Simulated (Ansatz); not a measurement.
# P on Co(0001): change of the work function

Aim: the work function of Co(0001) at several coverages of P (fcc site), and the dipole that each adsorbate carries.

Calculated with Ansatz 0.2.0; plane-wave DFT, PBE, Ansatz PAW.

The raw output is cut from this account; settings, times and results stay.

## 1. Set-up

The cell holds 4 atoms: 4 Co. Cell: a = 2.510 Å, b = 2.510 Å, c = 24.107 Å, α = 90.0°, β = 90.0°, γ = 60.0°. Vacuum lies along c.

## 2. The clean slab

The bare slab comes first, as the zero from which every change is counted. The two lowest layers are held at bulk places and the upper ones relax. The dipole correction removes the false field that a one-sided slab makes across the periodic vacuum, so each face gets a flat vacuum level of its own.

Contents of input.yaml:

```yaml
crystal:
  lattice:
    - [2.51, 0.0, 0.0]
    - [1.255, 2.1737237635, 0.0]
    - [0.0, 0.0, 24.10683]
  atoms:
    - { symbol: Co, position: [0.6666666667, 0.6666666667, 0.3733381784], spin: 1.7 }
    - { symbol: Co, position: [0.0, 0.0, 0.4577793928], spin: 1.7 }
    - { symbol: Co, position: [0.6666666667, 0.6666666667, 0.5422206072], spin: 1.7 }
    - { symbol: Co, position: [0.0, 0.0, 0.6266618216], spin: 1.7 }
magnetization:
  spin_polarized: true
kpoints:
  mp_grid: { grid: [12, 12, 1] }
hamiltonian:
  xc: pbe
scf:
  occupations: { method: fermi_dirac, width: 0.1 }
  convergence: { dr2_threshold: 1.0e-08 }
efield:
  axis: 3
  dipole_correction: true
  ramp_position: 0.97
  ramp_width: 0.06
relax:
  f_tol: 0.02
  max_steps: 60
  constraints: [{ sites: [0, 1] }]
output:
  write_potential: true
  write_density: true
  volumetric_format: npy
```

On the command line:

```
> ansatz run input.yaml --threads 4 --pin off --max-ram 16384MiB --backend cpu --events-out ev --progress --plain --runs-dir out
```

It took 36 s on 4 threads of Arm Neoverse V1, shared host; peak memory 0.54 GiB.

The steps of the relaxation:

| step | energy less that of the first step (eV) | largest force component (eV/Å) |
| --- | --- | --- |
| 1 | 0.0000 | 0.4887 |
| 2 | -0.0156 | 0.3161 |
| 3 | -0.0236 | 0.0611 |
| 4 | -0.0238 | 0.0066 |

The run keeps the 6 symmetry operations that the program found, so distortions that break them were not tested.

The atoms that moved most (Å):

| atom | dx | dy | dz | length |
| --- | --- | --- | --- | --- |
| Co4 | 0.000 | 0.000 | -0.080 | 0.080 |
| Co3 | 0.000 | 0.000 | 0.010 | 0.010 |

Final coordinates:

```xyz
4
Lattice="2.5100 0.0000 0.0000 1.2550 2.1737 0.0000 0.0000 0.0000 24.1068" Properties=species:S:1:pos:R:3
Co    2.5100    1.4491    9.0000
Co    0.0000    0.0000   11.0356
Co    2.5100    1.4491   13.0810
Co    0.0000    0.0000   15.0264
```

This step gave:

* energy at zero smearing: -20503.1176 eV
* total moment: 6.836 μB
* site moments: 1.820, 1.758, 1.742, 1.793 μB
* work function, upper face: 4.925 eV
* work function, lower face: 4.989 eV
* dipole along the normal: 0.001909 e·Å
* step between the vacuum levels: -0.06331 eV

Running mean over 2.03561 Å of the planar mean; the ramp of the sawtooth is left out. Table of electron's electrostatic potential energy less the Fermi level by z:

z (Å), electron's electrostatic potential energy less the Fermi level (eV) and a bar from the least value:
```
      3.0        5.0 ##############################
      3.5        5.0 ##############################
      4.0        5.0 ##############################
      4.5        5.0 ##############################
      5.0        5.0 ##############################
      5.5        5.0 ##############################
      6.0        4.9 ##############################
      6.5        4.8 ##############################
      7.0        4.2 #############################
      7.5        1.9 ########################
      8.0       -3.5 ###############
      8.5       -8.6 #####
      9.0      -10.3 ##
      9.5      -10.5 ##
     10.0      -10.5 ##
     10.5      -10.5 ##
     11.0      -10.6 ##
     11.5      -10.5 ##
     12.0      -10.5 ##
     12.5      -10.5 ##
     13.0      -10.6 ##
     13.5      -11.1 #
     14.0      -11.5 
     14.5      -11.2 #
     15.0      -10.4 ##
     15.5       -8.8 #####
     16.0       -3.8 ##############
     16.5        1.7 ########################
     17.0        4.1 ############################
     17.5        4.7 #############################
     18.0        4.9 ##############################
     18.5        4.9 ##############################
     19.0        4.9 ##############################
     19.5        4.9 ##############################
     20.0        4.9 ##############################
     20.5        4.9 ##############################
     21.0        4.9 ##############################
```

Site moment by atom:

| atom | site moment (μB) |
| --- | --- |
| Co1 | 1.82 |
| Co2 | 1.76 |
| Co3 | 1.74 |
| Co4 | 1.79 |

The relaxation took 4 steps and lowered the energy by 0.024 eV; the largest force on the free atoms ends at 0.0066 eV/Å.

The work function of the upper face is 4.93 eV.

## 3. The covered slab, k-mesh 4×4×1, coverage 0.111 ML

System of this step: P/Co(0001). The cell holds 37 atoms: 36 Co and 1 P. Cell: a = 7.530 Å, b = 7.530 Å, c = 25.939 Å, α = 90.0°, β = 90.0°, γ = 60.0°. Vacuum lies along c.

The clean slab as it ended is repeated in the plane and the adsorbate is set on one face; the cell's size fixes the coverage, and the k-mesh shrinks with it to keep the sampling density about even. Adsorbate and upper layers relax, since the dipole depends on the height.

Contents of input.yaml:

```yaml
crystal:
  lattice:
    - [7.53, 0.0, 0.0]
    - [3.765, 6.5211712905, 0.0]
    - [0.0, 0.0, 25.9394195692]
  atoms:
    - { symbol: Co, position: [0.2222222222, 0.2222222222, 0.346962274], spin: 1.82 }
    - { symbol: Co, position: [0.0, 0.0, 0.4254378156], spin: 1.76 }
    - { symbol: Co, position: [0.2222222222, 0.2222222222, 0.5042910493], spin: 1.74 }
    - { symbol: Co, position: [0.0, 0.0, 0.5792897966], spin: 1.79 }
    - { symbol: Co, position: [0.2222222222, 0.5555555556, 0.346962274], spin: 1.82 }
    - { symbol: Co, position: [0.0, 0.3333333333, 0.4254378156], spin: 1.76 }
    - { symbol: Co, position: [0.2222222222, 0.5555555556, 0.5042910493], spin: 1.74 }
    - { symbol: Co, position: [0.0, 0.3333333333, 0.5792897966], spin: 1.79 }
[... 25 atom lines left out ...]
    - { symbol: Co, position: [0.6666666667, 0.6666666667, 0.4254378156], spin: 1.76 }
    - { symbol: Co, position: [0.8888888889, 0.8888888889, 0.5042910493], spin: 1.74 }
    - { symbol: Co, position: [0.6666666667, 0.6666666667, 0.5792897966], spin: 1.79 }
    - { symbol: P, position: [0.1111111111, 0.1111111111, 0.653037726] }
magnetization:
  spin_polarized: true
kpoints:
  mp_grid: { grid: [4, 4, 1] }
hamiltonian:
  xc: pbe
scf:
  occupations: { method: fermi_dirac, width: 0.1 }
  convergence: { dr2_threshold: 1.0e-08 }
efield:
  axis: 3
  dipole_correction: true
  ramp_position: 0.97
  ramp_width: 0.06
relax:
  f_tol: 0.02
  max_steps: 60
  constraints:
    - { sites: [0, 1, 4, 5, 8, 9, 12, 13, 16, 17, 20, 21, 24, 25, 28, 29, 32, 33] }
output:
  write_potential: true
  write_density: true
  volumetric_format: npy
```

It took 27 min on 4 threads; peak memory 10 GiB; 1.8 h of CPU time.

Step by step:

| step | energy less that of the first step (eV) | largest force component (eV/Å) |
| --- | --- | --- |
| 1 | 0.0000 | 2.8224 |
| 2 | -0.3579 | 1.5956 |
| 3 | -0.4805 | 0.4604 |
| 4 | -0.4909 | 0.0493 |
| 5 | -0.4920 | 0.0055 |

The run keeps the 6 symmetry operations that the program found, so distortions that break them were not tested.

The atoms that moved most (Å):

| atom | dx | dy | dz | length |
| --- | --- | --- | --- | --- |
| P37 | 0.000 | 0.000 | -0.270 | 0.270 |
| Co4 | -0.028 | -0.016 | 0.045 | 0.055 |
| Co16 | 0.028 | -0.016 | 0.045 | 0.055 |
| Co8 | 0.000 | 0.032 | 0.045 | 0.055 |
| Co36 | 0.003 | 0.001 | -0.022 | 0.023 |
| Co12 | -0.003 | 0.001 | -0.022 | 0.023 |
| Co28 | 0.000 | -0.003 | -0.022 | 0.023 |
| Co31 | 0.000 | 0.001 | -0.020 | 0.020 |

The relaxed structure:

```xyz
37
Lattice="7.5300 0.0000 0.0000 3.7650 6.5212 0.0000 0.0000 0.0000 25.9394" Properties=species:S:1:pos:R:3
Co    2.5100    1.4491    9.0000
Co    0.0000    0.0000   11.0356
Co    2.5068    1.4473   13.0921
Co   -0.0277   -0.0160   15.0713
Co    3.7650    3.6229    9.0000
Co    1.2550    2.1737   11.0356
Co    3.7663    3.6221   13.0714
Co    1.2550    2.2057   15.0713
Co    5.0200    5.7966    9.0000
Co    2.5100    4.3474   11.0356
Co    5.0200    5.8003   13.0921
Co    2.5075    4.3489   15.0040
Co    5.0200    1.4491    9.0000
Co    2.5100    0.0000   11.0356
Co    5.0200    1.4507   13.0714
Co    2.5377   -0.0160   15.0713
Co    6.2750    3.6229    9.0000
Co    3.7650    2.1737   11.0356
Co    6.2737    3.6221   13.0714
Co    3.7696    2.1764   15.0242
Co    7.5300    5.7966    9.0000
Co    5.0200    4.3474   11.0356
Co    7.5312    5.7959   13.0615
Co    5.0200    4.3421   15.0242
Co    7.5300    1.4491    9.0000
Co    5.0200    0.0000   11.0356
Co    7.5332    1.4473   13.0921
Co    5.0200   -0.0029   15.0040
Co    8.7850    3.6229    9.0000
Co    6.2750    2.1737   11.0356
Co    8.7850    3.6243   13.0615
Co    6.2704    2.1764   15.0242
Co   10.0400    5.7966    9.0000
Co    7.5300    4.3474   11.0356
Co   10.0388    5.7959   13.0615
Co    7.5325    4.3489   15.0040
P     1.2550    0.7246   16.6692
```

Numbers from this step:

- energy at zero smearing: -185284.9946 eV
- total moment: 60.49 μB
- work function, upper face: 5.089 eV
- work function, lower face: 4.994 eV
- dipole along the normal: -0.02568 e·Å
- step between the vacuum levels: 0.09464 eV

Running mean over 2.03561 Å of the planar mean; the ramp of the sawtooth is left out. Electron's electrostatic potential energy less the Fermi level against z:

| z (Å) | electron's electrostatic potential energy less the Fermi level (eV) |
| --- | --- |
| 3.5 | 4.99 |
| 4.0 | 4.99 |
| 4.5 | 4.99 |
| 5.0 | 4.99 |
| 5.5 | 4.98 |
| 6.0 | 4.93 |
| 6.5 | 4.77 |
| 7.0 | 4.20 |
| 7.5 | 1.94 |
| 8.0 | -3.45 |
| 8.5 | -8.59 |
| 9.0 | -10.3 |
| 9.5 | -10.5 |
| 10.0 | -10.5 |
| 10.5 | -10.5 |
| 11.0 | -10.6 |
| 11.5 | -10.5 |
| 12.0 | -10.5 |
| 12.5 | -10.5 |
| 13.0 | -10.6 |
| 13.5 | -11.0 |
| 14.0 | -11.4 |
| 14.5 | -11.1 |
| 15.0 | -10.5 |
| 15.5 | -9.35 |
| 16.0 | -5.09 |
| 16.5 | 0.0668 |
| 17.0 | 2.59 |
| 17.5 | 3.63 |
| 18.0 | 4.49 |
| 18.5 | 4.93 |
| 19.0 | 5.05 |
| 19.5 | 5.08 |
| 20.0 | 5.09 |
| 20.5 | 5.09 |
| 21.0 | 5.09 |
| 21.5 | 5.09 |
| 22.0 | 5.09 |
| 22.5 | 5.09 |

Site moment by element, in μB:

| element | atoms | mean | spread (r.m.s.) | least | largest |
| --- | --- | --- | --- | --- | --- |
| Co | 36 | 1.75 | 0.13 | 1.33 | 1.83 |
| P | 1 | -0.06 | 0.00 | -0.06 | -0.06 |

The atoms farthest from the mean of their element:

| atom | x, y, z (Å) | site moment (μB) |
| --- | --- | --- |
| Co8 | 1.26, 2.21, 15.07 | 1.33 |
| Co16 | 2.54, -0.02, 15.07 | 1.33 |
| Co4 | -0.03, -0.02, 15.07 | 1.33 |
| Co5 | 3.76, 3.62, 9.00 | 1.83 |
| Co17 | 6.28, 3.62, 9.00 | 1.83 |
| Co13 | 5.02, 1.45, 9.00 | 1.83 |
| Co9 | 5.02, 5.80, 9.00 | 1.83 |
| Co1 | 2.51, 1.45, 9.00 | 1.83 |

The relaxation took 5 steps and lowered the energy by 0.49 eV; the largest force on the free atoms ends at 0.0055 eV/Å.

The covered face has 5.09 eV, +0.16 eV against the clean one; the bare back face has moved by +0.01 eV, a measure of how thin the slab is.

[end of part 1 of 2]

[Long decimals in the printed logs are rounded to 6 places.]

[Logs are printed without paths, hosts, clocks, repeated set-up lines and the standing remarks that a program may print on its own settings, such as how far it seeks lower states.]

[Hosts, paths, dates, database ids (printed as entryN), source tags and the programs' standing remarks are cut or masked in the printed files.]

[Maps of the electrostatic potential energy from Ansatz leave out the sawtooth potential of an applied field or a dipole correction, so their vacuum need not be flat; planar profiles and work functions include it.]
